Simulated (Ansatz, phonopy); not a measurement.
# Ba2C (hypothetical, Fm-3m): phonons against volume, part 4 of 4

Aim: how the vibrations of Ba2C (hypothetical) shift with volume, and the expansion that follows. The crystal structure is hypothetical: it was made by swapping elements on a known structure type.

Ansatz 0.2.0; DFT PBE, scalar-relativistic, plane waves, PAW.

So far. Step 11 (A cell at another volume, V/V0 1.03): The run ends at a pressure of -0.93 GPa. Step 12 (Lattice dynamics at this volume, V/V0 1.03): The lowest solved frequency is -47.2 cm⁻¹, so the cell is unstable here and gives no valid free energy. The highest zone-centre mode (no LO–TO term) moved by -8.9 % for a volume change of +3.0 %.

## Step 13: Single point at a scaled cell, V/V0 0.97

Symmetry fixes every atom, so a single point at the scaled cell gives the energy and pressure of this member.

The cell differs from the one that the last finished run ended in (a 5.024 → 4.925 Å, b 5.024 → 4.925 Å, c 5.024 → 4.925 Å).

input.yaml reads:

```yaml
crystal:
  lattice:
    - [0.0, 3.4821522159, 3.4821522159]
    - [3.4821522159, 0.0, 3.4821522159]
    - [3.4821522159, 3.4821522159, 0.0]
  atoms:
    - { symbol: Ba, position: [0.25, 0.25, 0.25] }
    - { symbol: Ba, position: [0.75, 0.75, 0.75] }
    - { symbol: C, position: [0.0, 0.0, 0.0] }
kpoints:
  mp_grid: { grid: [10, 10, 10] }
hamiltonian:
  xc: pbe
scf:
  occupations: { method: methfessel_paxton, width: 0.15 }
output:
  forces: true
  stress: true
  eigenvalues: true
```

Launch:

```bash
> ansatz run input.yaml --threads 4 --pin off --max-ram 8192MiB --backend cpu --events-out ev --progress --plain --runs-dir out
```

Numbers of over 12 decimals in the logs are rounded to 6 here.

The program printed:

```text
[...]
Crystal: 3 atoms, lattice volume = 84.445 Å³
Basis set: ecut = 420 eV, 1639 PW (Γ), exchange–correlation on 72×72×72 points (8 copies of the dense FFT grid, shifted against one another)
Bands: 16, of which v1, the nominal top of the filled ones, is band 12 counted from 1 (11 counted from 0)
Symmetry: 48 space group operations
[...]
k-points: 47 of 1000
[...]
P = ⅓ Tr σ = 1.0880 GPa (10.880 kbar)
--- Band table (eV; the first three rows and the last of 47) ---
  k-point 0: bands = [... 8 lower, 1.7728, 7.9352, 7.9352, 7.9352, 9.9713, 10.1610, 10.1610, 14.2173]
  k-point 1: bands = [... 8 lower, 1.8486, 7.9289, 8.0188, 8.0188, 10.3001, 10.3001, 10.3121, 13.8089]
  k-point 2: bands = [... 8 lower, 2.0254, 8.0590, 8.2570, 8.2570, 10.6990, 10.6990, 11.0909, 13.0850]
  k-point 46: bands = [... 8 lower, 2.3369, 8.9412, 9.1320, 9.4196, 10.6229, 11.8556, 11.9449, 12.9808]
[key lines of the parts left out:]
SCF converged after 7 iterations
Free energy (F): -12147.965916 eV
Fermi energy:    9.904532 eV
```

Elapsed: 1.1 s, on 4 threads of Intel Xeon Platinum 8488C (Sapphire Rapids), shared host; peak memory 0.44 GiB.

The run ends at a pressure of 1.09 GPa.

## Step 14: Phonons, V/V0 0.97

Phonons at this volume give one point of F(V, T); meshes stay fixed along the series.

input.yaml, the sections that differ from step 13:

```yaml
output:
  eigenvalues: true
phonons:
  method: dfpt
  qmesh: [2, 2, 2]
  temperatures: { t_max: 1000, t_step: 50 }
  qpath:
    path:
      - [[0.0, 0.0, 0.0], [0.5, 0.0, 0.5], [0.625, 0.25, 0.625]]
      - [[0.375, 0.375, 0.75], [0.0, 0.0, 0.0], [0.5, 0.5, 0.5], [0.5, 0.25, 0.75], [0.5, 0.0, 0.5]]
    npoints: 10
# crystal, kpoints, hamiltonian, scf: as in step 13
```

The program printed:

```text
[...]
Crystal: 3 atoms, lattice volume = 84.445 Å³
Basis set: ecut = 420 eV, 1639 PW (Γ), exchange–correlation on 72×72×72 points (8 copies of the dense FFT grid, shifted against one another)
Bands: 16, of which v1, the nominal top of the filled ones, is band 12 counted from 1 (11 counted from 0)
Symmetry: 48 space group operations
k-points: 47 of 1000
[...]
k-point 46: bands = [... 8 lower, 2.3369, 8.9412, 9.1320, 9.4196, 10.6229, 11.8555, 11.9449, 12.9808]
[...]
ASR residual: 8.704e-5 → 0.000e0 eV/Å²; symmetrization residual: 3.032e-7 eV/Å²
  ASR residual per site (eV/Å²): 2.16e-5 2.16e-5 8.70e-5
  Γ frequencies (cm⁻¹): 0.00 0.00 0.00 73.05 73.05 73.05 215.87 215.87 215.87
--- Phonons (arbitrary-q DFPT): 3 irreducible q on the 2×2×2 mesh ---
[...]
interpolated dispersion: 62 rows × 9 modes
[...]
[key lines of the parts left out:]
SCF converged after 9 iterations
Free energy (F): -12147.965916 eV
Fermi energy:    9.904499 eV
```

The job ended after 55 s (4 threads; peak memory 1.4 GiB).

No LO-TO term. The phonon branches at the labelled points (cm⁻¹):

| point | branch 1 | branch 2 | branch 3 | branch 4 | branch 5 | branch 6 | branch 7 | branch 8 | branch 9 |
| --- | --- | --- | --- | --- | --- | --- | --- | --- | --- |
| Γ | 0 | 0 | 0 | 73 | 73 | 73 | 216 | 216 | 216 |
| halfway | 20 | 20 | 49 | 85 | 85 | 89 | 169 | 169 | 273 |
| X | -35 | 32 | 32 | 83 | 83 | 95 | 95 | 119 | 318 |
| halfway | -31 | 36 | 38 | 89 | 90 | 100 | 115 | 118 | 308 |
| U | -17 | 43 | 48 | 90 | 92 | 114 | 124 | 164 | 279 |
| jump to K | -17 | 43 | 48 | 90 | 92 | 114 | 124 | 164 | 279 |
| halfway | 29 | 65 | 66 | 71 | 72 | 90 | 192 | 195 | 240 |
| Γ | 0 | 0 | 0 | 73 | 73 | 73 | 216 | 216 | 216 |
| halfway | 47 | 47 | 56 | 75 | 75 | 79 | 199 | 199 | 237 |
| L | 64 | 64 | 73 | 80 | 80 | 88 | 179 | 179 | 258 |
| halfway | 41 | 41 | 68 | 77 | 99 | 100 | 149 | 209 | 243 |
| W | 14 | 16 | 71 | 71 | 91 | 108 | 109 | 235 | 235 |
| halfway | -27 | 30 | 48 | 86 | 87 | 100 | 116 | 148 | 297 |
| X | -35 | 32 | 32 | 83 | 83 | 95 | 95 | 119 | 318 |

The phonon branches as a text plot (rows in cm⁻¹):

```
    311 |         ******                                      ***
    296 |        *      *
    281 |       *        **                                 **
    267 |      *
    252 |    **            *                  ********     *
    237 |   *               *  *****       ***        *****
    223 |***                 **     *******            **  *
    208 | **                ***  *****  ****          *
    193 |   *              *   *****        ***     **
    178 |    **              ***               *****        *
    164 |      *          * *                       **       *
    149 |       *        *                            *
    134 |        *      *  *                           *      *
    120 |         *********                             *   *****
    105 |       ***** ***  ****                       **********
     90 |      *******************            ********   ********
     75 |******      *       ********************************
     61 |   ***            *******          **********     **
     46 |  *   *        ****      **       **       ***      **
     31 |       * *******   ******  *    **            **   *****
     17 | ********         *      ****  **               ***
      2 |**                          ***                   *
    -13 |                 *                                 *
    -28 |         ********                                   ****
         Γ           X  U|K            Γ         L        W     X
```

The lowest solved frequency is -35.0 cm⁻¹, so the cell is unstable here and gives no valid free energy. The highest zone-centre mode (no LO–TO term) moved by +8.9 % for a volume change of -3.0 %.

## Step 15: Single point at a scaled cell, V/V0 1.05

Symmetry fixes every atom, so a single point at the scaled cell gives the energy and pressure of this member.

The cell differs from the one that the last finished run ended in (a 4.925 → 5.056 Å, b 4.925 → 5.056 Å, c 4.925 → 5.056 Å).

input.yaml, the sections that differ from step 14:

```yaml
crystal:
  lattice:
    - [0.0, 3.5753640842, 3.5753640842]
    - [3.5753640842, 0.0, 3.5753640842]
    - [3.5753640842, 3.5753640842, 0.0]
  atoms:
    - { symbol: Ba, position: [0.25, 0.25, 0.25] }
    - { symbol: Ba, position: [0.75, 0.75, 0.75] }
    - { symbol: C, position: [0.0, 0.0, 0.0] }
output:
  forces: true
  stress: true
  eigenvalues: true
# kpoints, hamiltonian, scf: as in step 14
# phonons: removed
```

The program printed:

```text
[...]
Crystal: 3 atoms, lattice volume = 91.409 Å³
Basis set: ecut = 420 eV, 1807 PW (Γ), exchange–correlation on 72×72×72 points (8 copies of the dense FFT grid, shifted against one another)
Bands: 16, of which v1, the nominal top of the filled ones, is band 12 counted from 1 (11 counted from 0)
Symmetry: 48 space group operations
[...]
k-points: 47 of 1000
[...]
P = ⅓ Tr σ = -1.4738 GPa (-14.738 kbar)
--- Band table (eV; the first three rows and the last of 47) ---
  k-point 0: bands = [... 8 lower, 0.9803, 7.2729, 7.2729, 7.2729, 8.9238, 9.3621, 9.3621, 13.0825]
  k-point 1: bands = [... 8 lower, 1.0389, 7.2333, 7.3477, 7.3477, 9.2678, 9.4833, 9.4833, 12.6980]
  k-point 2: bands = [... 8 lower, 1.1787, 7.2945, 7.5602, 7.5602, 9.8323, 9.8323, 10.0443, 12.0027]
  k-point 46: bands = [... 8 lower, 1.4652, 8.0449, 8.3997, 8.5167, 9.5990, 10.8792, 10.9386, 11.9557]
[key lines of the parts left out:]
SCF converged after 7 iterations
Free energy (F): -12147.953657 eV
Fermi energy:    9.018772 eV
```

The job ended after 1.1 s (4 threads; peak memory 0.45 GiB; 3.7 s of CPU time).

The run ends at a pressure of -1.47 GPa.

## Step 16: Lattice dynamics at this volume, V/V0 1.05

The same q-mesh and k-mesh are kept at every volume, so that much of their error can cancel in the differences.

input.yaml, the sections that differ from step 15:

```yaml
output:
  eigenvalues: true
phonons:
  method: dfpt
  qmesh: [2, 2, 2]
  temperatures: { t_max: 1000, t_step: 50 }
  qpath:
    path:
      - [[0.0, 0.0, 0.0], [0.5, 0.0, 0.5], [0.625, 0.25, 0.625]]
      - [[0.375, 0.375, 0.75], [0.0, 0.0, 0.0], [0.5, 0.5, 0.5], [0.5, 0.25, 0.75], [0.5, 0.0, 0.5]]
    npoints: 10
# crystal, kpoints, hamiltonian, scf: as in step 15
```

The program printed:

```text
[...]
Crystal: 3 atoms, lattice volume = 91.409 Å³
Basis set: ecut = 420 eV, 1807 PW (Γ), exchange–correlation on 72×72×72 points (8 copies of the dense FFT grid, shifted against one another)
Bands: 16, of which v1, the nominal top of the filled ones, is band 12 counted from 1 (11 counted from 0)
Symmetry: 48 space group operations
k-points: 47 of 1000
[...]
k-point 46: bands = [... 8 lower, 1.4653, 8.0450, 8.3998, 8.5168, 9.5990, 10.8792, 10.9386, 11.9558]
[...]
ASR residual: 4.528e-5 → 0.000e0 eV/Å²; symmetrization residual: 7.605e-7 eV/Å²
  ASR residual per site (eV/Å²): 5.20e-6 5.20e-6 4.53e-5
  Γ frequencies (cm⁻¹): 0.00 0.00 0.00 69.20 69.20 69.20 168.77 168.77 168.77
--- Phonons (arbitrary-q DFPT): 3 irreducible q on the 2×2×2 mesh ---
[...]
interpolated dispersion: 62 rows × 9 modes
[...]
[key lines of the parts left out:]
SCF converged after 10 iterations
Free energy (F): -12147.953657 eV
Fermi energy:    9.018816 eV
```

Run time: 49 s. Hardware: 4 threads; peak memory 1.4 GiB.

No LO-TO term. Phonon branches along the path, in cm⁻¹:

```
    point  branch 1  branch 2  branch 3  branch 4  branch 5  branch 6  branch 7  branch 8  branch 9
        Γ         0         0         0        69        69        69       169       169       169
  halfway        -6        -6        43        72        72        81       125       125       232
        X       -71       -71       -40        21        21        99        99       110       278
  halfway       -56       -37       -37        26        27        99       102       110       268
        U       -28        36        38        38        66       100       102       131       240
jump to K       -28        36        38        38        66       100       102       131       240
  halfway        20        61        62        62        63        82       148       151       198
        Γ         0         0         0        69        69        69       169       169       169
  halfway        45        45        45        69        69        72       154       154       195
        L        58        60        60        73        73        80       136       136       218
  halfway        31        35        60        68        74        92       112       170       204
        W       -60       -20       -15        61        61       100       109       197       197
  halfway       -66       -34        17        39        52       100       109       116       258
        X       -71       -71       -40        21        21        99        99       110       278
```

The phonon branches as a text plot (rows in cm⁻¹):

```
    271 |         ******                                      ***
    257 |        *      *
    242 |       *        **                                 **
    228 |      *
    213 |    **            *                  ********     *
    198 |   *               *  ***          **        *****
    184 |  *                 **   ***     **           **  *
    169 |**                 ***   *********           *
    155 |  **              *   ******      ***      **
    140 |    **                *              ******        *
    126 |      *         **  **                    ***       *
    111 |       * *******   *                         ***********
     97 |       ***************                      ************
     82 |      *            ******            ********
     68 |********         ** *********************************
     53 |   ***  *       *  **** *           ***********   **
     38 |  *   *  **    ****      **       **       ***      **
     24 | *     *   ******   *****  *    **           ***     ***
      9 | *****             *     ****  *               *   **
     -5 |*     * *                    **                 * *
    -20 |       *          *                             ***
    -34 |        **********                                 *****
    -49 |         **                                     *
    -63 |           ****                                  *******
         Γ           X  U|K            Γ         L        W     X
```

The lowest solved frequency is -70.7 cm⁻¹, so the cell is unstable here and gives no valid free energy. The highest zone-centre mode (no LO–TO term) moved by -14.9 % for a volume change of +5.0 %.

## Step 17: Mode Grüneisen parameters

This step: DFT PBE, scalar-relativistic, plane waves, PAW (phonopy 4.10.0).

Volume series, by row:

```
 V/V0  V (Å³/atom)  pressure (GPa)  E - E0 (meV/atom)  gap (eV)  zero-point energy (meV/atom)  lowest on the path (cm⁻¹)  highest at Gamma without the LO-TO term (cm⁻¹)
 0.97        28.15           1.088              2.881         0                             -                     -34.99                                           215.9
0.985        28.58           0.522              0.706         0                             -                     -36.03                                           207.1
    1        29.02          -0.001                  0         0                             -                     -36.99                                           198.3
1.015        29.45          -0.484              0.655         0                             -                     -37.89                                           189.5
 1.03        29.89           -0.93               2.57         0                             -                     -47.19                                           180.7
 1.05        30.47          -1.474              6.919         0                             -                     -70.68                                           168.8
```

The optical frequency at Gamma without the LO-TO term by V/V0:

| V/V0 | mode 4 (cm⁻¹) | mode 7 (cm⁻¹) |
| --- | --- | --- |
| 0.9700 | 73.0 | 216 |
| 0.9850 | 72.1 | 207 |
| 1.0000 | 71.3 | 198 |
| 1.0150 | 70.6 | 189 |
| 1.0300 | 70.0 | 181 |
| 1.0500 | 69.2 | 169 |

## Step 18: What came out

- lowest frequency over the volumes: -70.7 cm⁻¹

What this shows: Imaginary modes appear at V/V0 = 0.97, 0.985, 1, 1.015, 1.03 and 1.05, so too few stable volumes remain for a free-energy fit. Mode Grüneisen parameters diverge near a vanishing branch and are not given. The softest solved mode at V/V0 = 1.05 is 71i cm⁻¹ at q = (0, -0.5, -0.5), and 1 of 3 solved wavevectors carry a mode beyond 8i cm⁻¹. The q-mesh is coarse, so only a few wavevectors were solved. In a metal soft modes also hang on the k-mesh and the smearing, which were not converged here. The program warned that a few bands missed the eigensolver's threshold in at least one of the runs. The interpolation has no quadrupole term, so branches near the zone centre are less sure, since this crystal has sites that are not centres of inversion.

[Logs are printed without paths, hosts, clocks, repeated set-up lines and the standing remarks that a program may print on its own settings, such as how far it seeks lower states.]

[Hosts, paths, dates, database ids (printed as entryN), source tags and the programs' standing remarks are cut or masked in the printed files.]

[A step with changed settings may run another functional than the one named; its input shows which.]


